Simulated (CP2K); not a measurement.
Consider succinimide at its PBE geometry (Å).

```xyz
12

O     2.4043    0.4323    0.6959
C     1.2405    0.2675    0.3737
C     0.5653   -0.9973   -0.1508
C    -0.9023   -0.6095   -0.3905
C    -1.0047    0.8626    0.0061
O    -1.9794    1.5940   -0.0210
N     0.2625    1.2591    0.4283
H     0.6949   -1.7929    0.5939
H     1.0900   -1.3244   -1.0577
H    -1.6140   -1.1840    0.2159
H    -1.2203   -0.7138   -1.4358
H     0.4632    2.2064    0.7420
```

Method: CP2K XAS_TDP, all-electron GAPW, PBEh(45%), aug-cc-pVDZ, TDA, GW2X-corrected core level, no relativity.

Q: Predict the bright core excitations at the C K edge.

Leading lines: C2 289.56 eV and C3 290.57 eV. The leading line of an atom is its first one with 35 % of the strongest within 2.5 eV of its lowest line over the strength cut. Core ionisation energies at this level: C2 296.20 and C3 293.10 eV.

The first six lines of each atom with a strength over 0.0015:

```csv
atom,energy (eV),states,"strength, one atom",above the computed threshold
"C2 (bonded to C, N and O), 2 alike",289.56,1,0.0723,
,295.34,1,0.0019,
,295.49,1,0.0076,
,296.22,1,0.0100,yes
,296.32,1,0.0106,yes
,296.34,1,0.0020,yes
"C3 (bonded to 2 C and 2 H), 2 alike",290.57,1,0.0090,
,290.88,1,0.0106,
,291.81,1,0.0118,
,291.92,1,0.0093,
,292.22,1,0.0042,
,292.90,1,0.0216,
```

Lines are vertical, at one geometry, with no vibrational structure. GW2X ionisation energies and lines can be off by 1 to 2 eV either way, and a good line position may hide errors that cancel. These values hold no scalar relativity, about 0.1 eV for C 1s. Rydberg lines, and the discretised continuum above threshold, depend on the basis and the box.

[Banner, clock and machine lines of the logs are left out without a mark of their own.]

[Logs are printed without paths, hosts, clocks, repeated set-up lines and the standing remarks that a program may print on its own settings, such as how far it seeks lower states.]

[Hosts, paths, dates, database ids (printed as entryN), source tags and the programs' standing remarks are cut or masked in the printed files.]
